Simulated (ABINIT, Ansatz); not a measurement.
## Converging GW for Na3OBr (Pm-3m) in ABINIT

Aim: raise bands and screening cutoff together for Na3OBr (Pm-3m) and follow gap and time.

Method: PBEsol and many-body steps on it, plane waves, in ABINIT 10.8.3.

## Step 1: Starting point

The structure is cubic, space group Pm-3m (No. 221). The conventional cell has a = 4.533 Å, b = 4.533 Å, c = 4.533 Å, α = 90.00°, β = 90.00°, γ = 90.00°. Na has 2 O at 2.27 Å and 8 Na at 3.21 Å and 4 Br at 3.21 Å nearest. Nearest to Br lie 12 Na at 3.21 Å. Nearest to O lie 6 Na at 2.27 Å. Farther neighbours and most contacts between anions are not listed.

Structure file:

```cif
data_structure
_symmetry_space_group_name_H-M 'P 1'
_symmetry_Int_Tables_number 1
_cell_length_a 4.5331
_cell_length_b 4.5331
_cell_length_c 4.5331
_cell_angle_alpha 90.000
_cell_angle_beta 90.000
_cell_angle_gamma 90.000
_cell_volume 93.15
loop_
_atom_site_label
_atom_site_type_symbol
_atom_site_fract_x
_atom_site_fract_y
_atom_site_fract_z
_atom_site_occupancy
Na1 Na 0.00000 0.50000 0.50000 1
Na2 Na 0.50000 0.00000 0.50000 1
Na3 Na 0.50000 0.50000 0.00000 1
Br4 Br 0.00000 0.00000 0.00000 1
O5 O 0.50000 0.50000 0.50000 1
```

The cell and positions are those that the Materials Project relaxed with its own functionals (PBE, PBE+U or r2SCAN), kept fixed.

## Step 2: Empty states on the mesh, 2×2×2 mesh, 187 bands

This step: ABINIT 10.8.3; DFT, PBEsol, plane waves, norm-conserving pseudopotentials.

The sums over transitions need many empty states on a uniform mesh; this step solves for them.

File run.abi:

```
acell 3*1.0 Angstrom
rprim 
  4.533130000000 0.000000000000 0.000000000000
  0.000000000000 4.533130000000 0.000000000000
  0.000000000000 0.000000000000 4.533130000000
ntypat 3
znucl 11 35 8
natom 5
typat 1 1 1 2 3
xred 
  0.000000000000 0.500000000000 0.500000000000
  0.500000000000 0.000000000000 0.500000000000
  0.500000000000 0.500000000000 0.000000000000
  0.000000000000 0.000000000000 0.000000000000
  0.500000000000 0.500000000000 0.500000000000
pp_dirpath "pseudos"
pseudos "Na.upf, Br.upf, O.upf"
ecut 38
ngkpt 2 2 2
nshiftk 1
shiftk 0 0 0
kptopt 1
chksymbreak 0
iscf -2
irdden 1
istwfk *1
nband 187
nbdbuf 16
tolwfr 1e-09
nstep 60
prtvol 0
indata_prefix "in"
outdata_prefix "out"
tmpdata_prefix "tmp"
```

Run with:

```sh
$ OMP_NUM_THREADS=1 mpirun -n 4 abinit run.abi > log
```

Numbers of over 12 decimals in the logs are rounded to 6 here.

Output:

```text
.Version 10.8.3 of ABINIT. v10.8.2 released Aug 2026.

 Symmetries : space group Pm -3 m (#221); Bravais cP (primitive cubic)
[... echo of the input left out ...]
== DATASET  1 ==================================================================
-   mpi_nproc: 4, omp_nthreads: 1 (-1 if OMP is not activated)

--- !DatasetInfo
iteration_state: {dtset: 1, }
dimensions: {natom: 5, nkpt: 4, mband: 187, nsppol: 1, nspinor: 1, nspden: 1, mpw: 7088, }
cutoff_energies: {ecut:  38.0, pawecutdg:  -1.0, }
[...]
2.72497    2.74790    2.74790    2.74790    2.76920    2.76920    2.76920    2.82376
   2.82376    2.82376    2.85584    2.85584    2.91065    2.91067    2.96552    2.96605
   2.96837    2.99037    3.00798
 prteigrs : prtvol=0 or 1, do not print more k-points.

== END DATASET(S) ==============================================================
================================================================================

 -outvars: echo values of variables after computation  --------
            nband         187
             nkpt           4
          spgroup         221
 [... the other variables as echoed above ...]

 Calculation completed.
```

The job ended after 53 s (4 MPI ranks of Arm Neoverse V1, shared host; peak memory 0.42 GiB).

Numbers from this step:

| Quantity | Value |
| --- | --- |
| gap | 1.960 eV |
| k of the valence top | 0, 0, 0 |
| k of the conduction bottom | 0, 0, 0 |
| least direct gap | 1.960 eV |
| k points computed | 4 |
| lowest point of the top converged band, above the valence top | 73.2231 eV |

On this mesh the gap is 1.960 eV.

The density comes from a self-consistent run that is not shown.

## Step 3: Screening, 2×2×2 mesh, 38 bands, screening to 62.6 eV

The RPA dielectric matrix is built and inverted for each q.

This step: RPA screening on PBEsol, plane waves, norm-conserving pseudopotentials.

Edit run.abi of step 2 so:

```diff
@@ -23,10 +23,11 @@
 chksymbreak 0
-iscf -2
-irdden 1
 istwfk *1
-nband 187
-nbdbuf 16
-tolwfr 1e-09
-nstep 60
-prtvol 0
+occopt 1
+irdwfk 1
+optdriver 3
+nband 38
+ecuteps 2.3
+inclvkb 2
+awtr 1
+symchi 1
 indata_prefix "in"
```

Output:

```text
.Version 10.8.3 of ABINIT. v10.8.2 released Aug 2026.

 Symmetries : space group Pm -3 m (#221); Bravais cP (primitive cubic)
[... echo of the input left out ...]
== DATASET  1 ==================================================================
-   mpi_nproc: 4, omp_nthreads: 1 (-1 if OMP is not activated)

--- !DatasetInfo
iteration_state: {dtset: 1, }
dimensions: {natom: 5, nkpt: 4, mband: 38, nsppol: 1, nspinor: 1, nspden: 1, mpw: 7088, }
cutoff_energies: {ecut:  38.0, pawecutdg:  -1.0, }
electrons: {nelect:   4.00000000E+01, charge:   0.00000000E+00, occopt:   1.00000000E+00, tsmear:   1.00000000E-02, }

 SCREENING: Calculation of the susceptibility and dielectric matrices

 Based on a program developped by R.W. Godby, V. Olevano, G. Onida, and L. Reining.
 Incorporated in ABINIT by V. Olevano, G.-M. Rignanese, and M. Torrent.
.Using double precision arithmetic ; gwpc =  8

[... cell and pseudopotentials left out ...]
--------------------------------------------------------------------------------

 ==== K-mesh for the wavefunctions ====
 Number of points in the irreducible wedge :     4
[... list of points left out ...]
 Together with 48 symmetry operations and time-reversal symmetry
 yields     8 points in the full Brillouin Zone.

 ==== Q-mesh for the screening function ====
 Number of points in the irreducible wedge :     4
[... list of points left out ...]
 Together with 48 symmetry operations and time-reversal symmetry
 yields     8 points in the full Brillouin Zone.

 setmesh: FFT mesh size selected  =    30x   30x   30
          total number of points  =        27000

 vcoul_init : cutoff-mode = AUXILIARY_FUNCTION
 q-points for optical limit:   1
     1)      0.000010    0.000020    0.000030

- screening: taking advantage of time-reversal symmetry
- Maximum band index for partially occupied states nbvw = 20
- Remaining bands to be divided among processors   nbcw = 18
- Number of bands treated by each node ~4

 Number of electrons calculated from density =   40.0000; Expected =   40.0000
 average of density, n =  0.063631
 r_s =    1.5539
 omega_plasma =   24.3327 [eV]

 calculating chi0 at frequencies [eV] :
  1    0.000000E+00    0.000000E+00
  2    0.000000E+00    2.433268E+01

--------------------------------------------------------------------------------
  q-point number  1        q = ( 0.000000, 0.000000, 0.000000) [r.l.u.]
--------------------------------------------------------------------------------
[... chi0 elements left out ...]
 For q-point:  0.000010 0.000020 0.000030
  dielectric constant =   4.3426
  dielectric constant without local fields =   4.7355

  Average fulfillment of the sum rule on Im[epsilon] for q-point    1 :     14.62  [%]
[... wings left out ...]
  q-point number  2        q = ( 0.500000, 0.000000, 0.000000) [r.l.u.]
--------------------------------------------------------------------------------
[... chi0 elements left out ...]
  Average fulfillment of the sum rule on Im[epsilon] for q-point    2 :     21.49  [%]

 [... 2 further q-points ...]
```

It took 5.1 s on 4 MPI ranks; peak memory 0.61 GiB.

Numbers from this step:

```
ε∞ with local fields, on this mesh, along the program's q direction : 4.343
the same without local fields                                       : 4.736
plasma frequency                                                    : 24.33 eV
plane waves in the screening matrix                                 : 93
```

Local fields lower ε∞ by 8 %. On a Γ-centred mesh this coarse the value itself is usually too large, while a short band sum pulls it down.

## Step 4: 38 bands, 62.6 eV

The self-energy is evaluated for the states that the input lists, and the levels follow from it, in one-shot runs by the linearised quasiparticle equation.

This step: G0W0 on PBEsol, plane waves, norm-conserving pseudopotentials.

Edit run.abi of step 3 so:

```diff
@@ -26,8 +26,15 @@
 irdwfk 1
-optdriver 3
+optdriver 4
 nband 38
+gwcalctyp 0
+ecutsigx 38
+symsigma 1
+nkptgw 1
+kptgw 
+  0.0000000000 0.0000000000 0.0000000000
+bdgw 
+  18 23
 ecuteps 2.3
-inclvkb 2
-awtr 1
-symchi 1
+irdscr 1
+ppmodel 1
 indata_prefix "in"
```

Output:

```text
.Version 10.8.3 of ABINIT. v10.8.2 released Aug 2026.

 Symmetries : space group Pm -3 m (#221); Bravais cP (primitive cubic)
[... echo of the input left out ...]
== DATASET  1 ==================================================================
-   mpi_nproc: 4, omp_nthreads: 1 (-1 if OMP is not activated)

--- !DatasetInfo
iteration_state: {dtset: 1, }
dimensions: {natom: 5, nkpt: 4, mband: 38, nsppol: 1, nspinor: 1, nspden: 1, mpw: 7088, }
cutoff_energies: {ecut:  38.0, pawecutdg:  -1.0, }
electrons: {nelect:   4.00000000E+01, charge:   0.00000000E+00, occopt:   1.00000000E+00, tsmear:   1.00000000E-02, }

 SIGMA: Calculation of the GW corrections

 Based on a program developped by R.W. Godby, V. Olevano, G. Onida, and L. Reining.
 Incorporated in ABINIT by V. Olevano, G.-M. Rignanese, and M. Torrent.
.Using double precision arithmetic ; gwpc =  8

[... cell and pseudopotentials left out ...]
--------------------------------------------------------------------------------

 ==== K-mesh for the wavefunctions ====
 Number of points in the irreducible wedge :     4
[... list of points left out ...]
 Together with 48 symmetry operations and time-reversal symmetry
 yields     8 points in the full Brillouin Zone.

 ==== Q-mesh for screening function ====
 Number of points in the irreducible wedge :     4
[... list of points left out ...]
 Together with 48 symmetry operations and time-reversal symmetry
 yields     8 points in the full Brillouin Zone.

 vcoul_init : cutoff-mode = AUXILIARY_FUNCTION
 q-points for optical limit:   1
     1)      0.000010    0.000020    0.000030
 setmesh: FFT mesh size selected  =    48x   48x   48
          total number of points  =       110592

 Number of electrons calculated from density =   40.0000; Expected =   40.0000
 average of density, n =  0.063631
 r_s =    1.5539
 omega_plasma =   24.3327 [eV]

 === KS Band Gaps ===
  >>>> For spin  1
   Minimum direct gap =   1.9597 [eV], located at k-point      :   0.0000  0.0000  0.0000
   Fundamental gap    =   1.9597 [eV], Top of valence bands at :   0.0000  0.0000  0.0000
                                       Bottom of conduction at :   0.0000  0.0000  0.0000
 SIGMA fundamental parameters:
 PLASMON POLE MODEL  1
 number of plane-waves for SigmaX                 7075
 number of plane-waves for SigmaC and W             93
 number of plane-waves for wavefunctions          7075
 number of bands                                    38
 number of independent spin polarizations            1
 number of spinorial components                      1
 number of k-points in IBZ                           4
 number of q-points in IBZ                           4
 number of symmetry operations                      48
 number of k-points in BZ                            8
 number of q-points in BZ                            8
 number of frequencies for dSigma/dE                 9
 frequency step for dSigma/dE [eV]                0.25
 number of omega for Sigma on real axis              0
 max omega for Sigma on real axis  [eV]           0.00
 zcut for avoiding poles [eV]                     0.10

 EPSILON^-1 parameters (SCR file):
 dimension of the eps^-1 matrix on file             93
 dimension of the eps^-1 matrix used                93
 number of plane-waves for wavefunctions          7075
 number of bands                                    38
 number of q-points in IBZ                           4
 number of frequencies                               2
 number of real frequencies                          1
 number of imag frequencies                          1

 matrix elements of self-energy operator (all in [eV])

 Perturbative Calculation

--- !SelfEnergy_ee
iteration_state: {dtset: 1, }
kpoint     : [   0.000,    0.000,    0.000, ]
spin       : 1
KS_gap     :    1.960
QP_gap     :    3.485
Delta_QP_KS:    1.525
data: !SigmaeeData |
     Band     E0 <VxcDFT>   SigX SigC(E0)      Z dSigC/dE  Sig(E)    E-E0       E
       18   1.551 -17.848 -23.042   4.742   0.735  -0.361 -18.180  -0.333   1.219
       19   1.551 -17.848 -23.042   4.742   0.735  -0.361 -18.180  -0.333   1.219
       20   1.551 -17.848 -23.042   4.742   0.735  -0.361 -18.180  -0.333   1.219
       21   3.511  -8.394  -4.327  -2.630   0.830  -0.205  -7.202   1.192   4.703
       22   6.438  -7.179  -2.942  -2.697   0.833  -0.201  -5.896   1.283   7.721
       23   6.438  -7.179  -2.942  -2.697   0.833  -0.201  -5.896   1.283   7.721

== END DATASET(S) ==============================================================
================================================================================

 -outvars: echo values of variables after computation  --------
           etotal      0.0000000000E+00
            nband          38
             nkpt           4
          spgroup         221
 [... the other variables as echoed above ...]

 Calculation completed.
```

Run time: 3.5 s. Hardware: 4 MPI ranks; peak memory 0.73 GiB; 14 s of CPU time.

Numbers from this step:

```
G0W0 gap on the points computed              : 3.484 eV
starting gap on the mesh                     : 1.960 eV
k of the valence top                         : 0, 0, 0
k of the conduction bottom                   : 0, 0, 0
Z at the valence top                         : 0.735
Z at the conduction bottom                   : 0.83
least direct G0W0 gap on the computed points : 3.484 eV
```

The gap on the mesh goes from 1.96 eV to 3.48 eV, a correction of +1.52 eV.

## Step 5: Screening, 2×2×2 mesh, 81 bands, screening to 114.3 eV

This step: RPA screening on PBEsol, plane waves, norm-conserving pseudopotentials.

Edit run.abi of step 4 so:

```diff
@@ -26,15 +26,8 @@
 irdwfk 1
-optdriver 4
-nband 38
-gwcalctyp 0
-ecutsigx 38
-symsigma 1
-nkptgw 1
-kptgw 
-  0.0000000000 0.0000000000 0.0000000000
-bdgw 
-  18 23
-ecuteps 2.3
-irdscr 1
-ppmodel 1
+optdriver 3
+nband 81
+ecuteps 4.2
+inclvkb 2
+awtr 1
+symchi 1
 indata_prefix "in"
```

Output:

```text
.Version 10.8.3 of ABINIT. v10.8.2 released Aug 2026.

 Symmetries : space group Pm -3 m (#221); Bravais cP (primitive cubic)
[... echo of the input left out ...]
== DATASET  1 ==================================================================
-   mpi_nproc: 4, omp_nthreads: 1 (-1 if OMP is not activated)

--- !DatasetInfo
iteration_state: {dtset: 1, }
dimensions: {natom: 5, nkpt: 4, mband: 81, nsppol: 1, nspinor: 1, nspden: 1, mpw: 7088, }
cutoff_energies: {ecut:  38.0, pawecutdg:  -1.0, }
electrons: {nelect:   4.00000000E+01, charge:   0.00000000E+00, occopt:   1.00000000E+00, tsmear:   1.00000000E-02, }

 SCREENING: Calculation of the susceptibility and dielectric matrices

 Based on a program developped by R.W. Godby, V. Olevano, G. Onida, and L. Reining.
 Incorporated in ABINIT by V. Olevano, G.-M. Rignanese, and M. Torrent.
.Using double precision arithmetic ; gwpc =  8

[... cell and pseudopotentials left out ...]
--------------------------------------------------------------------------------

 ==== K-mesh for the wavefunctions ====
 Number of points in the irreducible wedge :     4
[... list of points left out ...]
 Together with 48 symmetry operations and time-reversal symmetry
 yields     8 points in the full Brillouin Zone.

 ==== Q-mesh for the screening function ====
 Number of points in the irreducible wedge :     4
[... list of points left out ...]
 Together with 48 symmetry operations and time-reversal symmetry
 yields     8 points in the full Brillouin Zone.

 setmesh: FFT mesh size selected  =    32x   32x   32
          total number of points  =        32768

 vcoul_init : cutoff-mode = AUXILIARY_FUNCTION
 q-points for optical limit:   1
     1)      0.000010    0.000020    0.000030

- screening: taking advantage of time-reversal symmetry
- Maximum band index for partially occupied states nbvw = 20
- Remaining bands to be divided among processors   nbcw = 61
- Number of bands treated by each node ~15

 Number of electrons calculated from density =   40.0000; Expected =   40.0000
 average of density, n =  0.063631
 r_s =    1.5539
 omega_plasma =   24.3327 [eV]

 calculating chi0 at frequencies [eV] :
  1    0.000000E+00    0.000000E+00
  2    0.000000E+00    2.433268E+01

--------------------------------------------------------------------------------
  q-point number  1        q = ( 0.000000, 0.000000, 0.000000) [r.l.u.]
--------------------------------------------------------------------------------
[... chi0 elements left out ...]
 For q-point:  0.000010 0.000020 0.000030
  dielectric constant =   4.3663
  dielectric constant without local fields =   4.8423

  Average fulfillment of the sum rule on Im[epsilon] for q-point    1 :     35.52  [%]
[... wings left out ...]
  q-point number  2        q = ( 0.500000, 0.000000, 0.000000) [r.l.u.]
--------------------------------------------------------------------------------
[... chi0 elements left out ...]
  Average fulfillment of the sum rule on Im[epsilon] for q-point    2 :     41.52  [%]

 [... 2 further q-points ...]
```

The job ended after 9.8 s (4 MPI ranks; peak memory 0.8 GiB; 39 s of CPU time).

This step gave:

```yaml
eps_infinity_with_local_fields_on_this_mesh_along_the_program_s_q_direction: 4.366
the_same_without_local_fields: 4.842
plasma_frequency: 24.33 eV
plane_waves_in_the_screening_matrix: 251
```

(Continued in part 2 of 2.)

[Paths, hosts, dates, memory and timing lines, banners, echoed tables and standing remarks are left out of the program output.]

[Logs are printed without paths, hosts, clocks, repeated set-up lines and the standing remarks that a program may print on its own settings, such as how far it seeks lower states.]

[Runs of the session that timed out or met a known fault of the program may be left out.]

[No measured gap is set beside runs whose start may be inverted or whose files or cutoffs have a known fault.]

[Hosts, paths, dates, database ids (printed as entryN), source tags and the programs' standing remarks are cut or masked in the printed files.]

[G0W0 gaps are taken among the corrected bands and points alone; a level outside them can change the order at an edge.]

[Where Ansatz stands beside ABINIT at settings called matched, ABINIT's density can come from a denser mesh and the files from another edition; pairs whose starting gaps differed by over 0.03 eV were left out, so agreement reads better than it is.]
